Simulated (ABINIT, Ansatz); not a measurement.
# CaC2 (R-3m): G0W0 on several meshes in ABINIT, part 2 of 2

Wanted: mesh dependence and cost of G0W0 for CaC2 (R-3m).

ABINIT 10.8.3; PBEsol and many-body steps on it, plane waves. Known limits of the many-body steps: not at the basis limit.

So far. Step 4 (4×4×4): The gap on the mesh goes from 2.59 eV to 4.57 eV, a correction of +1.99 eV. Step 5 (Empty states on the mesh, 6×6×6 mesh, 60 bands): On this mesh the gap is 2.585 eV.

## (6) Screening, 6×6×6 mesh, 56 bands, screening to 114.3 eV

This step: RPA screening on PBEsol, plane waves, norm-conserving pseudopotentials.

The input, run.abi:

```
acell 3*1.0 Angstrom
rprim 
  1.944397984288 1.122598699617 3.953874776707
  -1.944397984288 1.122598699617 3.953874776707
  -0.000000000000 -2.245197399304 3.953874776686
ntypat 2
znucl 20 6
natom 3
typat 1 2 2
xred 
  0.000000000000 0.000000000000 0.000000000000
  0.552915000000 0.552915000000 0.552915000000
  0.447085000000 0.447085000000 0.447085000000
pp_dirpath "pseudos"
pseudos "Ca.upf, C.upf"
ecut 37
ngkpt 6 6 6
nshiftk 1
shiftk 0 0 0
kptopt 1
chksymbreak 0
istwfk *1
occopt 1
irdwfk 1
optdriver 3
nband 56
ecuteps 4.2
inclvkb 2
awtr 1
symchi 1
indata_prefix "in"
outdata_prefix "out"
tmpdata_prefix "tmp"
```

Started as:

```bash
$ OMP_NUM_THREADS=1 mpirun -n 4 abinit run.abi > log
```

Numbers of over 12 decimals in the logs are rounded to 6 here.

The log of the run:

```text
.Version 10.8.3 of ABINIT. v10.8.2 released Aug 2026.

 Symmetries : space group R-3 m (#166); Bravais hR (rhombohedral)
[... echo of the input left out ...]
== DATASET  1 ==================================================================
-   mpi_nproc: 4, omp_nthreads: 1 (-1 if OMP is not activated)

--- !DatasetInfo
iteration_state: {dtset: 1, }
dimensions: {natom: 3, nkpt: 32, mband: 56, nsppol: 1, nspinor: 1, nspden: 1, mpw: 3777, }
cutoff_energies: {ecut:  37.0, pawecutdg:  -1.0, }
electrons: {nelect:   1.80000000E+01, charge:   0.00000000E+00, occopt:   1.00000000E+00, tsmear:   1.00000000E-02, }

 SCREENING: Calculation of the susceptibility and dielectric matrices

 Based on a program developped by R.W. Godby, V. Olevano, G. Onida, and L. Reining.
 Incorporated in ABINIT by V. Olevano, G.-M. Rignanese, and M. Torrent.
.Using double precision arithmetic ; gwpc =  8

[... cell and pseudopotentials left out ...]
--------------------------------------------------------------------------------

 ==== K-mesh for the wavefunctions ====
 Number of points in the irreducible wedge :    32
[... list of points left out ...]
 Together with 12 symmetry operations and time-reversal symmetry
 yields   216 points in the full Brillouin Zone.

 ==== Q-mesh for the screening function ====
 Number of points in the irreducible wedge :    32
[... list of points left out ...]
 Together with 12 symmetry operations and time-reversal symmetry
 yields   216 points in the full Brillouin Zone.

 setmesh: FFT mesh size selected  =    32x   32x   32
          total number of points  =        32768

 vcoul_init : cutoff-mode = AUXILIARY_FUNCTION
 q-points for optical limit:   1
     1)      0.000010    0.000020    0.000030

- screening: taking advantage of time-reversal symmetry
- Maximum band index for partially occupied states nbvw = 9
- Remaining bands to be divided among processors   nbcw = 47
- Number of bands treated by each node ~11

 Number of electrons calculated from density =   18.0000; Expected =   18.0000
 average of density, n =  0.051510
 r_s =    1.6673
 omega_plasma =   21.8928 [eV]

 calculating chi0 at frequencies [eV] :
  1    0.000000E+00    0.000000E+00
  2    0.000000E+00    2.189282E+01

--------------------------------------------------------------------------------
  q-point number  1        q = ( 0.000000, 0.000000, 0.000000) [r.l.u.]
--------------------------------------------------------------------------------
[... chi0 elements left out ...]
 For q-point:  0.000010 0.000020 0.000030
  dielectric constant =   3.7749
  dielectric constant without local fields =   4.6819

  Average fulfillment of the sum rule on Im[epsilon] for q-point    1 :     57.94  [%]
[... wings left out ...]
  q-point number  2        q = ( 0.166667, 0.000000, 0.000000) [r.l.u.]
--------------------------------------------------------------------------------
[... chi0 elements left out ...]
  Average fulfillment of the sum rule on Im[epsilon] for q-point    2 :     74.49  [%]

 [... 30 further q-points ...]
```

It took 6.1 min on 4 MPI ranks of Arm Neoverse N1, shared host; peak memory 1.9 GiB; 25 min of CPU time.

This step gave:

* ε∞ with local fields, on this mesh, along the program's q direction: 3.775
* the same without local fields: 4.682
* plasma frequency: 21.89 eV
* plane waves in the screening matrix: 139

## (7) 6×6×6

This step: G0W0 on PBEsol, plane waves, norm-conserving pseudopotentials.

run.abi, as its differences from that of step 6:

```diff
@@ -24,8 +24,21 @@
 irdwfk 1
-optdriver 3
+optdriver 4
 nband 56
+gwcalctyp 0
+ecutsigx 37
+symsigma 1
+nkptgw 4
+kptgw 
+  0.5000000000 0.5000000000 0.5000000000
+  0.5000000000 0.5000000000 0.0000000000
+  -0.3333333333 -0.3333333333 0.1666666667
+  0.0000000000 0.0000000000 0.0000000000
+bdgw 
+  7 11
+  8 11
+  8 11
+  8 11
 ecuteps 4.2
-inclvkb 2
-awtr 1
-symchi 1
+irdscr 1
+ppmodel 1
 indata_prefix "in"
```

The log of the run:

```text
.Version 10.8.3 of ABINIT. v10.8.2 released Aug 2026.

 Symmetries : space group R-3 m (#166); Bravais hR (rhombohedral)
[... echo of the input left out ...]
== DATASET  1 ==================================================================
-   mpi_nproc: 4, omp_nthreads: 1 (-1 if OMP is not activated)

--- !DatasetInfo
iteration_state: {dtset: 1, }
dimensions: {natom: 3, nkpt: 32, mband: 56, nsppol: 1, nspinor: 1, nspden: 1, mpw: 3777, }
cutoff_energies: {ecut:  37.0, pawecutdg:  -1.0, }
electrons: {nelect:   1.80000000E+01, charge:   0.00000000E+00, occopt:   1.00000000E+00, tsmear:   1.00000000E-02, }

 SIGMA: Calculation of the GW corrections

 Based on a program developped by R.W. Godby, V. Olevano, G. Onida, and L. Reining.
 Incorporated in ABINIT by V. Olevano, G.-M. Rignanese, and M. Torrent.
.Using double precision arithmetic ; gwpc =  8

[... cell and pseudopotentials left out ...]
--------------------------------------------------------------------------------

 ==== K-mesh for the wavefunctions ====
 Number of points in the irreducible wedge :    32
[... list of points left out ...]
 Together with 12 symmetry operations and time-reversal symmetry
 yields   216 points in the full Brillouin Zone.

 ==== Q-mesh for screening function ====
 Number of points in the irreducible wedge :    32
[... list of points left out ...]
 Together with 12 symmetry operations and time-reversal symmetry
 yields   216 points in the full Brillouin Zone.

 vcoul_init : cutoff-mode = AUXILIARY_FUNCTION
 q-points for optical limit:   1
     1)      0.000010    0.000020    0.000030
 setmesh: FFT mesh size selected  =    48x   48x   48
          total number of points  =       110592

 Number of electrons calculated from density =   18.0000; Expected =   18.0000
[...]
matrix elements of self-energy operator (all in [eV])

 Perturbative Calculation

--- !SelfEnergy_ee
iteration_state: {dtset: 1, }
kpoint     : [   0.500,    0.500,    0.500, ]
spin       : 1
KS_gap     :    5.544
QP_gap     :    6.761
Delta_QP_KS:    1.217
data: !SigmaeeData |
     Band     E0 <VxcDFT>   SigX SigC(E0)      Z dSigC/dE  Sig(E)    E-E0       E
        7   1.052 -13.415 -16.471   2.128   0.783  -0.278 -14.142  -0.727   0.325
        8   1.052 -13.415 -16.471   2.128   0.783  -0.278 -14.142  -0.727   0.325
        9   2.560 -14.924 -18.924   3.225   0.777  -0.288 -15.526  -0.602   1.958
[...]
--- !SelfEnergy_ee
iteration_state: {dtset: 1, }
kpoint     : [   0.500,    0.500,    0.000, ]
spin       : 1
KS_gap     :    3.890
QP_gap     :    5.988
Delta_QP_KS:    2.098
data: !SigmaeeData |
     Band     E0 <VxcDFT>   SigX SigC(E0)      Z dSigC/dE  Sig(E)    E-E0       E
[...]
--- !SelfEnergy_ee
iteration_state: {dtset: 1, }
kpoint     : [  -0.333,   -0.333,    0.167, ]
spin       : 1
KS_gap     :    3.888
QP_gap     :    6.004
Delta_QP_KS:    2.115
data: !SigmaeeData |
     Band     E0 <VxcDFT>   SigX SigC(E0)      Z dSigC/dE  Sig(E)    E-E0       E
[...]
--- !SelfEnergy_ee
iteration_state: {dtset: 1, }
kpoint     : [   0.000,    0.000,    0.000, ]
spin       : 1
KS_gap     :    3.898
QP_gap     :    6.437
Delta_QP_KS:    2.539
data: !SigmaeeData |
     Band     E0 <VxcDFT>   SigX SigC(E0)      Z dSigC/dE  Sig(E)    E-E0       E
[...]
10   5.629 -12.960  -7.531  -3.176   0.809  -0.236 -11.138   1.822   7.452
       11   5.629 -12.960  -7.531  -3.176   0.809  -0.236 -11.138   1.822   7.452

== END DATASET(S) ==============================================================
================================================================================

 -outvars: echo values of variables after computation  --------
           etotal      0.0000000000E+00
            nband          56
             nkpt          32
          spgroup         166
 [... the other variables as echoed above ...]

 Calculation completed.
```

Elapsed: 44 s, on 4 MPI ranks; peak memory 1.6 GiB; 2.9 min of CPU time.

This step gave:

* G0W0 gap on the mesh: 4.606 eV
* starting gap on the mesh: 2.585 eV
* k of the valence top: 0.5, 0.5, 0.5
* k of the conduction bottom: 0.5, 0.5, 0
* Z at the valence top: 0.777
* Z at the conduction bottom: 0.815
* least direct G0W0 gap on the computed points: 5.988 eV

Against G0W0 in ABINIT (4×4×4 mesh, 56 bands, screening to 114.3 eV, Godby-Needs plasmon pole), the gap moves by +0.031 eV.

## (8) The runs together

Times are wall times on 4 MPI ranks of Arm Neoverse N1, shared host, good to a factor of about two. A run's time includes the screening step that it read.

```
  run   mesh  bands  screening cutoff (eV)  DFT gap (eV)  gap on the mesh (eV)  direct (eV)  ε∞ used     time
4×4×4  4×4×4     56                  114.3         2.585                 4.575        5.955     3.80     55 s
6×6×6  6×6×6     56                  114.3         2.585                 4.606        5.988     3.77  6.9 min
```

## (9) What came out

| Quantity | Value |
| --- | --- |
| 4×4×4 | 4.575 eV |
| 6×6×6 | 4.606 eV |
| known limits | not at the basis limit |

6×6×6: +0.031 eV against 4×4×4. Bands and cutoff are finite, so the gap is not at the basis limit. The miss can reach some tenths of an eV and take either sign; the mesh is an error of its own.

[Paths, hosts, dates, memory and timing lines, banners, echoed tables and standing remarks are left out of the program output.]

[Logs are printed without paths, hosts, clocks, repeated set-up lines and the standing remarks that a program may print on its own settings, such as how far it seeks lower states.]

[Runs of the session that timed out or met a known fault of the program may be left out.]

[Hosts, paths, dates, database ids (printed as entryN), source tags and the programs' standing remarks are cut or masked in the printed files.]

[G0W0 gaps are taken among the corrected bands and points alone; a level outside them can change the order at an edge.]

[Where Ansatz stands beside ABINIT at settings called matched, ABINIT's density can come from a denser mesh and the files from another edition; pairs whose starting gaps differed by over 0.03 eV were left out, so agreement reads better than it is.]
